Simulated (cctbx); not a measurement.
# PrAl4Zn4Fe4 with cctbx, script by script

Library: cctbx 2025.11. The data are simulated by the first script.

## 1. Simulate the data

run.py:

```python
from cctbx import adptbx, crystal, miller, sgtbx, xray
from cctbx.array_family import flex
from iotbx.shelx import hklf
from scitbx import matrix
import scitbx.random

cs = crystal.symmetry(unit_cell=(8.683, 8.683, 4.937, 90, 90, 90), space_group_symbol='Hall: -I 4 2')  # I4/mmm
atoms = [  # label, site, U (iso, or U11 U22 U33 U12 U13 U23 in A^2), occupancy
    ("Pr1", (0, 0, 0), 0.0139, 1),
    ("Zn1", (0.1539, 0.5, 0.5), 0.0138, 1),
    ("Fe1", (0.25, 0.75, 0.25), 0.0141, 1),
    ("Al1", (0.2685, 0.5, 0), 0.0201, 1),
]
xs = xray.structure(crystal_symmetry=cs)
for label, site, u, occ in atoms:
    u = adptbx.u_cif_as_u_star(cs.unit_cell(), u) if isinstance(u, tuple) else u
    xs.add_scatterer(xray.scatterer(label, site=site, u=u, occupancy=occ))
xs.set_inelastic_form_factors(0.71073, "sasaki")
xs.show_summary()
p1 = xs.expand_to_p1()
ms = miller.build_set(p1, anomalous_flag=True, d_min=0.65)
flex.set_random_seed(611293)
scitbx.random.set_random_seed(611293)
ms = ms.select(flex.random_double(ms.size()) < 0.95)
i = ms.structure_factors_from_scatterers(p1, algorithm="direct").f_calc().as_intensity_array().data()
i = i / flex.sqrt(1 + 0.3 * i / flex.max(i))  # extinction
i = i * 70000 / flex.max(i)
sig = flex.sqrt(i + flex.pow2(0.02 * i) + 8 ** 2)
noise = scitbx.random.variate(scitbx.random.normal_distribution())(i.size())
data = ms.array(data=i + sig * noise, sigmas=sig).set_observation_type_xray_intensity()
with open("data.hkl", "w") as f:
    data.export_as_shelx_hklf(f)
print("reflections written:", data.size(), " <I/sigma> = %.1f" % flex.mean(data.data() / data.sigmas()))
for h, a, b in list(data.sort("data"))[:12]:
    print("%4d%4d%4d %9.1f %7.1f" % (h + (a, b)))
```

```console
$ python run.py
```

```text
Number of scatterers: 4
At special positions: 4
Unit cell: (8.683, 8.683, 4.937, 90, 90, 90)
Space group: I 4/m m m (No. 139)
reflections written: 5437  <I/sigma> = 13.6
   4   0   0   72842.2  1424.8
   0   0  -4   71448.3  1402.8
   0   4   0   70974.8  1424.8
  -4   0   0   68714.3  1424.8
   0  -4   0   68152.5  1424.8
   0   2   2   60639.4  1216.7
  -2   0   2   60551.6  1216.7
   0   2  -2   60227.4  1216.7
   0  -2  -2   60184.4  1216.7
   2   0  -2   59986.9  1216.7
  -2   0  -2   58921.6  1216.7
   0  -2   2   58910.8  1216.7
```

It took 0.25 s on 1 thread of Arm Neoverse V2 (shared host), peak memory 0.07 GiB.

## 2. Symmetry

run.py:

```python
from cctbx import crystal, sgtbx, statistics
from cctbx.array_family import flex
from iotbx.shelx import hklf

p1 = crystal.symmetry(unit_cell=(8.683, 8.683, 4.937, 90, 90, 90), space_group_symbol="P 1")
raw = hklf.reader(file_name="data.hkl").as_miller_arrays(crystal_symmetry=p1, anomalous=True)[0]
print(raw.size(), "reflections to d = %.3f A" % raw.d_min())
isig = raw.data() / raw.sigmas()
print("centring   violations  <I/sigma> of those")
best = "P"
for c in "ABCIRF":
    a = raw.customized_copy(space_group_info=sgtbx.space_group_info("Hall: %s 1" % c)).sys_absent_flags().data()
    m = flex.mean(isig.select(a))
    print("%5s %10d of %5d %8.1f" % (c, (isig.select(a) > 4).count(True), a.count(True), m))
    if (isig.select(a) > 4).count(True) < 0.01 * a.count(True):
        best = c
raw = raw.select(~raw.customized_copy(space_group_info=sgtbx.space_group_info("Hall: %s 1" % best)).sys_absent_flags().data())
isig = raw.data() / raw.sigmas()
rows = []
for s in sgtbx.space_group_symbol_iterator():
    g = sgtbx.space_group(s)
    if g.conventional_centring_type_symbol() != best or not g.is_compatible_unit_cell(p1.unit_cell(), 1e-3, 0.02):
        continue
    rows.append((s, g))
print("Laue class    unique    Rint  (classes that these axes allow; Friedel mates merged)")
rint = {}
for s, g in rows:
    laue = g.build_derived_patterson_group()
    key = laue.type().hall_symbol()
    if key not in rint:
        m = raw.customized_copy(space_group_info=laue.info(), anomalous_flag=False).merge_equivalents()
        rint[key] = m.r_int()
        print("%-14s %6d %7.3f" % (laue.type().lookup_symbol(), m.array().size(), m.r_int()))
floor = min(rint.values())
good = [(s, g) for s, g in rows if rint[g.build_derived_patterson_group().type().hall_symbol()] < 2 * floor + 0.03]
top = max(g.build_derived_patterson_group().order_z() for s, g in good)
print("space group    extra absences  I>4sigma  <I/sigma>")
for s, g in good:
    laue = g.build_derived_patterson_group()
    if laue.order_z() != top:
        continue
    a = raw.customized_copy(space_group_info=g.info()).sys_absent_flags().data()
    a &= ~raw.customized_copy(space_group_info=laue.info()).sys_absent_flags().data()
    bad = (isig.select(a) > 4).count(True)
    if bad <= 0.03 * a.count(True):
        print("%-16s %8d %10d %9s  %s" % (s.universal_hermann_mauguin(), a.count(True), bad, "%.1f" % flex.mean(isig.select(a)) if a.count(True) else "-", "centric" if g.is_centric() else "acentric"))
laue = max(good, key=lambda t: t[1].build_derived_patterson_group().order_z())[1].build_derived_patterson_group()
f = raw.customized_copy(space_group_info=laue.info(), anomalous_flag=False).merge_equivalents().array().eliminate_sys_absent().f_sq_as_f()
f.set_observation_type_xray_amplitude()
bins = max(3, min(8, f.size() // 12))
f.setup_binner(n_bins=bins)
w = statistics.wilson_plot(f, {e: n / laue.order_z() for e, n in {'Pr': 2.0, 'Zn': 8.0, 'Fe': 8.0, 'Al': 8.0}.items()}, e_statistics=True)
print("Wilson B = %.2f A^2   <|E^2-1|> = %.3f (0.968 centric, 0.736 acentric)   E^2>4: %.1f %%" % (w.wilson_b, w.mean_e_sq_minus_1, w.percent_e_sq_gt_2))
print("shell (A)         n   <I/sigma>")
m = raw.customized_copy(space_group_info=laue.info(), anomalous_flag=False).merge_equivalents().array().eliminate_sys_absent()
for b in m.setup_binner(n_bins=bins).range_used():
    sel = m.binner().selection(b)
    print("%5.2f - %4.2f %6d %8.1f" % (min(m.binner().bin_d_range(b)[0] if m.binner().bin_d_range(b)[0] > 0 else 99, 99), m.binner().bin_d_range(b)[1], sel.count(True), flex.mean((m.data() / m.sigmas()).select(sel))))
```

```console
$ python run.py
```

```text
5437 reflections to d = 0.650 A
centring   violations  <I/sigma> of those
    A       1249 of  2710     13.2
    B       1242 of  2699     13.1
    C       1297 of  2733     12.9
    I          0 of  2717     -0.0
    R       1706 of  3644     13.6
    F       1894 of  4071     13.0
Laue class    unique    Rint  (classes that these axes allow; Friedel mates merged)
I 1 2/m 1         756   0.016
I 1 1 2/m         785   0.017
I 2/m 1 1         756   0.017
I m m m           436   0.018
I 4/m             394   0.018
I 4/m m m         235   0.019
space group    extra absences  I>4sigma  <I/sigma>
I 4 2 2                 0          0         -  acentric
I 4 m m                 0          0         -  acentric
I -4 m 2                0          0         -  acentric
I -4 2 m                0          0         -  acentric
I 4/m m m               0          0         -  centric
Wilson B = 1.25 A^2   <|E^2-1|> = 0.763 (0.968 centric, 0.736 acentric)   E^2>4: 0.4 %
shell (A)         n   <I/sigma>
 6.14 - 1.30     36    102.9
 1.30 - 1.03     33    101.9
 1.03 - 0.90     30    100.7
 0.90 - 0.82     24     83.7
 0.82 - 0.76     34     82.2
 0.76 - 0.72     20     82.8
 0.72 - 0.68     31     76.5
 0.68 - 0.65     27     59.6
```

Time: 0.26 s.

## 3. Charge flipping

run.py:

```python
import itertools
from cctbx import crystal, maptbx
from cctbx.array_family import flex
from iotbx.shelx import hklf
from smtbx.ab_initio import charge_flipping as cf

cs = crystal.symmetry(unit_cell=(8.683, 8.683, 4.937, 90, 90, 90), space_group_symbol='Hall: -I 4 2')  # I4/mmm
raw = hklf.reader(file_name="data.hkl").as_miller_arrays(crystal_symmetry=cs, anomalous=True)[0]
merged = raw.eliminate_sys_absent().merge_equivalents()
fo2 = merged.array().set_observation_type_xray_intensity()
f = fo2.average_bijvoet_mates().f_sq_as_f().resolution_filter(d_min=0.8)
p1 = f.expand_to_p1()
work = p1
flex.set_random_seed(86641)
it = cf.weak_reflection_improved_iterator(delta=None, weak_reflection_fraction=0.1)
it.start(work, phases=flex.random_double(p1.size()) * 6.2832, f_000=0)
it.delta = 1.2 * it.rho_map.sigma()
print("cycle      R  skewness")
for n, st in enumerate(itertools.islice(it, 100)):
    if n % 8 == 0:
        print("%5d %6.3f %8.2f" % (n, st.r1_factor(), st.rho_map.skewness()))
rho = p1.phase_transfer(it.f_calc).fft_map().apply_volume_scaling()
polish = cf.low_density_elimination_iterator(constant_rho_c=rho.sigma())
polish.start(f_obs=p1, phases=it.f_calc, f_000=0)
for _ in range(8):
    next(polish)
print("origin shift          correlation  skewness")
maps = []
for fc, shift, cc in itertools.islice(cf.f_calc_symmetrisations(f, polish.f_calc, 0), 4):
    m = f.phase_transfer(fc).fft_map(symmetry_flags=maptbx.use_space_group_symmetry, resolution_factor=0.25).apply_sigma_scaling()
    maps.append((m.skewness(), cc, m))
    print("%6.3f %6.3f %6.3f %10.3f %9.2f" % (tuple(shift) + (cc, m.skewness())))
skew, cc, m = max((t for t in maps if t[1] > maps[0][1] - 0.04), key=lambda t: t[0])
print("taken: symmetry correlation %.3f, skewness %.2f" % (cc, skew))
peaks = m.peak_search(parameters=maptbx.peak_search_parameters(min_distance_sym_equiv=0.9, max_clusters=9)).all()
sps = cs.special_position_settings(min_distance_sym_equiv=0.5)
print("peak      x       y       z  mult  height/sigma")
for k, (x, h) in enumerate(zip(peaks.sites(), peaks.heights())):
    ss = sps.site_symmetry(x)
    print("Q%-3d %7.4f %7.4f %7.4f %4d %8.1f" % ((k + 1,) + tuple(t % 1 for t in ss.exact_site()) + (ss.multiplicity(), h)))
```

```console
$ python run.py
```

```text
cycle      R  skewness
    0  0.558     0.55
    8  0.413     2.91
   16  0.377     3.07
   24  0.333     3.01
   32  0.325     3.10
   40  0.285     4.03
   48  0.251     4.26
   56  0.251     4.03
   64  0.259     4.01
   72  0.267     3.95
   80  0.266     3.90
   88  0.283     3.80
   96  0.282     3.86
origin shift          correlation  skewness
 0.167  0.281  0.080      0.861      3.86
 0.415  0.552  0.073      0.850      0.83
 0.327  0.775  0.083      0.835      2.34
 0.410  0.052  0.074      0.834      1.03
taken: symmetry correlation 0.861, skewness 3.86
peak      x       y       z  mult  height/sigma
Q1    0.0000  0.0000  0.0000    2     14.5
Q2    0.0000  0.3313  0.0000    8     10.2
Q3    0.0671  0.2548  0.2563   32      3.6
Q4    0.0000  0.0000  0.5000    2      1.8
Q5    0.0776  0.1727  0.5000   16      1.5
Q6    0.1893  0.2961  0.0000   16      1.4
Q7    0.0000  0.0000  0.2860    4      1.3
Q8    0.0000  0.4341  0.5000    8      1.3
Q9    0.2122  0.2122  0.2745   16      1.2
```

Time: 0.36 s.

## 4. Refinement (model from the peaks)

run.py:

```python
import math
from cctbx import adptbx, crystal, maptbx, sgtbx, xray
from cctbx.array_family import flex
from cctbx.xray import observations
from iotbx.shelx import hklf
from scitbx.lstbx import normal_eqns_solving
from smtbx import absolute_structure, utils
from smtbx.refinement import constraints, least_squares

cs = crystal.symmetry(unit_cell=(8.683, 8.683, 4.937, 90, 90, 90), space_group_symbol='Hall: -I 4 2')  # I4/mmm
atoms = [  # label, site, U (iso, or U11 U22 U33 U12 U13 U23 in A^2), occupancy
    ("Fe1", (0, 0, 0), 0.0200, 1),
    ("Zn1", (0, 0.3313, 0), 0.0200, 1),
]
xs = xray.structure(crystal_symmetry=cs)
for label, site, u, occ in atoms:
    u = adptbx.u_cif_as_u_star(cs.unit_cell(), u) if isinstance(u, tuple) else u
    xs.add_scatterer(xray.scatterer(label, site=site, u=u, occupancy=occ))
xs.set_inelastic_form_factors(0.71073, "sasaki")
raw = hklf.reader(file_name="data.hkl").as_miller_arrays(crystal_symmetry=cs, anomalous=True)[0]
merged = raw.eliminate_sys_absent().merge_equivalents()
fo2 = merged.array().set_observation_type_xray_intensity()
print("Rint %.3f, %d unique reflections to %.2f A" % (merged.r_int(), fo2.size(), fo2.d_min()))
for sc in xs.scatterers():
    sc.flags.set_grad_site(True)
    sc.flags.set_grad_u_aniso(sc.flags.use_u_aniso())
    sc.flags.set_grad_u_iso(sc.flags.use_u_iso())
obs = fo2.as_xray_observations()
extra = {}
rep = constraints.reparametrisation(xs, [], utils.connectivity_table(xs), **extra)
ls = least_squares.crystallographic_ls(obs, rep, weighting_scheme=least_squares.mainstream_shelx_weighting(a=0, b=0))
print("cycle     R1     wR2    GooF  max shift (A)")
for cycle in range(6):
    ls.build_up()
    r1, wr2, goof = ls.r1_factor(cutoff_factor=2)[0], ls.wR2(), ls.goof()
    old = xs.sites_cart()
    normal_eqns_solving.levenberg_marquardt_iterations(ls, n_max_iterations=3, tau=0.0001, step_threshold=1e-7)
    big = flex.max((xs.sites_cart() - old).norms())
    print("%4d %7.4f %7.4f %7.3f %9.5f" % (cycle + 1, r1, wr2, goof, big))
    ls.build_up(objective_only=True)
    if abs(ls.wR2() - wr2) < 5e-5 and big < 5e-4:
        break
ls.build_up()
print("final R1 %.4f wR2 %.4f GooF %.3f  parameters %d  data/parameter %.1f" % (ls.r1_factor(cutoff_factor=2)[0], ls.wR2(), ls.goof(), ls.n_parameters, fo2.size() / ls.n_parameters))
cov = ls.covariance_matrix_and_annotations()
su = dict(zip(cov.annotations, (math.sqrt(max(v, 0)) for v in cov.matrix.matrix_packed_u_diagonal())))
a2 = cs.unit_cell().reciprocal_parameters()[0] ** -2
print("atom        x        y        z      Ueq    occ   su(xyz)  su(Uiso or U11)")
for sc in xs.scatterers():
    s = max(su.get(sc.label + k, 0) for k in (".x", ".y", ".z"))
    npd = "" if sc.is_positive_definite_u(cs.unit_cell()) else "  NPD"
    print("%-5s %8.5f %8.5f %8.5f %8.4f %6.3f %8.5f %7.4f%s" % ((sc.label,) + sc.site + (sc.u_iso_or_equiv(cs.unit_cell()), sc.occupancy, s, su.get(sc.label + ".uiso", su.get(sc.label + ".u11", 0) * a2), npd)))
fo = fo2.f_sq_as_f()
fc = fo.structure_factors_from_scatterers(xs, algorithm="direct").f_calc()
diff = fo.f_obs_minus_f_calc(1 / math.sqrt(ls.scale_factor()), fc).average_bijvoet_mates()
m = diff.fft_map(symmetry_flags=maptbx.use_space_group_symmetry, resolution_factor=0.25).apply_volume_scaling()
print("difference map: max %.2f min %.2f rms %.2f" % (m.statistics().max(), m.statistics().min(), m.statistics().sigma()))
peaks = m.peak_search(parameters=maptbx.peak_search_parameters(min_distance_sym_equiv=0.6, max_clusters=7)).all()
near = xs.closest_distances(peaks.sites(), distance_cutoff=4)
sps = cs.special_position_settings(min_distance_sym_equiv=0.5)
for k, (x, h) in enumerate(zip(peaks.sites(), peaks.heights())):
    ss = sps.site_symmetry(x)
    print("Q%-3d %7.4f %7.4f %7.4f %4d %7.2f  %.2f A from %s" % ((k + 1,) + tuple(t % 1 for t in ss.exact_site()) + (ss.multiplicity(), h, near.smallest_distances[k], xs.scatterers()[near.i_seqs[k]].label)))
```

```console
$ python run.py
```

```text
Rint 0.019, 235 unique reflections to 0.65 A
cycle     R1     wR2    GooF  max shift (A)
   1  0.7244  0.9479  94.038   0.00551
   2  0.6259  0.8871  88.005   0.00016
   3  0.6707  0.9215  91.426   0.00020
   4  0.6259  0.8871  88.008   0.00012
   5  0.6708  0.9216  91.428   0.00012
   6  0.6259  0.8871  88.009   0.00012
final R1 0.6708 wR2 0.9216 GooF 91.428  parameters 3  data/parameter 78.3
atom        x        y        z      Ueq    occ   su(xyz)  su(Uiso or U11)
Fe1    0.00000  0.00000  0.00000   0.0122  1.000  0.00000  0.0113
Zn1    0.00000  0.33069  0.00000   0.0113  1.000  0.00337  0.0055
difference map: max 260.23 min -94.55 rms 14.38
Q1    0.0000  0.0000  0.0000    2  260.23  0.00 A from Fe1
Q2    0.0000  0.3377  0.0000    8  237.63  0.06 A from Zn1
Q3    0.2500  0.2500  0.2500    8   94.42  2.59 A from Zn1
Q4    0.0755  0.2490  0.2507   32   48.70  1.57 A from Zn1
Q5    0.0000  0.1848  0.5000    8   40.39  2.77 A from Zn1
Q6    0.0000  0.3334  0.5000    8   36.96  2.06 A from Zn1
Q7    0.0000  0.1587  0.0000    8   34.30  1.38 A from Fe1
```

Time: 0.6 s.

Figures of merit this high mean that the model is still wrong or incomplete.

## 5. Charge flipping

run.py, as its changes from the last script of this kind:

```diff
@@ -13,2 +13,3 @@
-work = p1
-flex.set_random_seed(86641)
+p1.setup_binner_counting_sorted(reflections_per_bin=max(40, p1.size() // 12))
+work = p1.array(data=p1.data() / p1.amplitude_quasi_normalisations().data())
+flex.set_random_seed(86642)
@@ -19,2 +20,2 @@
-for n, st in enumerate(itertools.islice(it, 100)):
-    if n % 8 == 0:
+for n, st in enumerate(itertools.islice(it, 200)):
+    if n % 16 == 0:
```

```console
$ python run.py
```

```text
cycle      R  skewness
    0  0.567     0.35
   16  0.411     3.11
   32  0.397     2.84
   48  0.381     2.73
   64  0.370     2.69
   80  0.376     2.82
   96  0.376     2.76
  112  0.366     2.65
  128  0.359     2.63
  144  0.375     2.79
  160  0.365     2.77
  176  0.383     2.75
  192  0.380     2.82
origin shift          correlation  skewness
 0.108  0.552  0.136      0.838      1.97
 0.168  0.865  0.317      0.852      1.82
 0.141  0.526  0.321      0.824      2.03
 0.391  0.860  0.319      0.832      1.48
taken: symmetry correlation 0.824, skewness 2.03
peak      x       y       z  mult  height/sigma
Q1    0.2397  0.2397  0.0000    8      8.7
Q2    0.0000  0.0000  0.2857    4      8.5
Q3    0.0000  0.2281  0.5000    8      4.6
Q4    0.0000  0.3458  0.2870   16      4.4
Q5    0.1677  0.1677  0.5000    8      3.1
Q6    0.1329  0.2681  0.0000   16      2.5
Q7    0.0000  0.2957  0.0000    8      2.4
Q8    0.0000  0.1042  0.5000    8      1.4
Q9    0.0000  0.5000  0.1409    8      1.4
```

Time: 0.39 s.

## 6. Refinement (model from the peaks)

run.py, as its changes from the last script of this kind:

```diff
@@ -12,2 +12,3 @@
-    ("Fe1", (0, 0, 0), 0.0200, 1),
-    ("Zn1", (0, 0.3313, 0), 0.0200, 1),
+    ("Fe1", (0.2397, 0.2397, 0), 0.0200, 1),
+    ("Zn1", (0, 0.2281, 0.5), 0.0200, 1),
+    ("Al1", (0.1677, 0.1677, 0.5), 0.0200, 1),
@@ -58 +59 @@
-peaks = m.peak_search(parameters=maptbx.peak_search_parameters(min_distance_sym_equiv=0.6, max_clusters=7)).all()
+peaks = m.peak_search(parameters=maptbx.peak_search_parameters(min_distance_sym_equiv=0.6, max_clusters=6)).all()
```

```console
$ python run.py
```

```text
Rint 0.019, 235 unique reflections to 0.65 A
cycle     R1     wR2    GooF  max shift (A)
   1  0.8998  0.9894  98.804   0.20296
   2  0.8397  0.9701  96.868   0.11047
   3  0.8268  0.9649  96.350   0.07909
   4  0.8217  0.9633  96.195   0.21721
   5  0.7708  0.9474  94.605   0.03393
   6  0.7695  0.9461  94.479   0.01374
final R1 0.7683 wR2 0.9454 GooF 94.410  parameters 6  data/parameter 39.2
atom        x        y        z      Ueq    occ   su(xyz)  su(Uiso or U11)
Fe1    0.25672  0.25672  0.00000   0.0006  1.000  0.00539  0.0086
Zn1    0.00000  0.17467  0.50000   0.0001  1.000  0.00552  0.0080
Al1    0.14370  0.14370  0.50000   0.0001  1.000  0.00998  0.0210
difference map: max 425.89 min -388.26 rms 35.83
Q1    0.0000  0.1684  0.5000    8  426.53  0.05 A from Zn1
Q2    0.2464  0.2464  0.5000    8  266.55  0.04 A from Fe1
Q3    0.0000  0.5000  0.0000    4  236.10  2.82 A from Zn1
Q4    0.1684  0.1684  0.5000    8  209.12  0.30 A from Al1
Q5    0.0000  0.5000  0.2500    4  168.71  3.08 A from Zn1
Q6    0.0000  0.0000  0.2510    4  155.98  1.95 A from Zn1
```

It took 0.57 s on 1 thread of Arm Neoverse V2, on a shared host, peak memory 0.09 GiB.

Figures of merit this high mean that the model is still wrong or incomplete.

[Logs are printed without paths, hosts, clocks, repeated set-up lines and the standing remarks that a program may print on its own settings, such as how far it seeks lower states.]
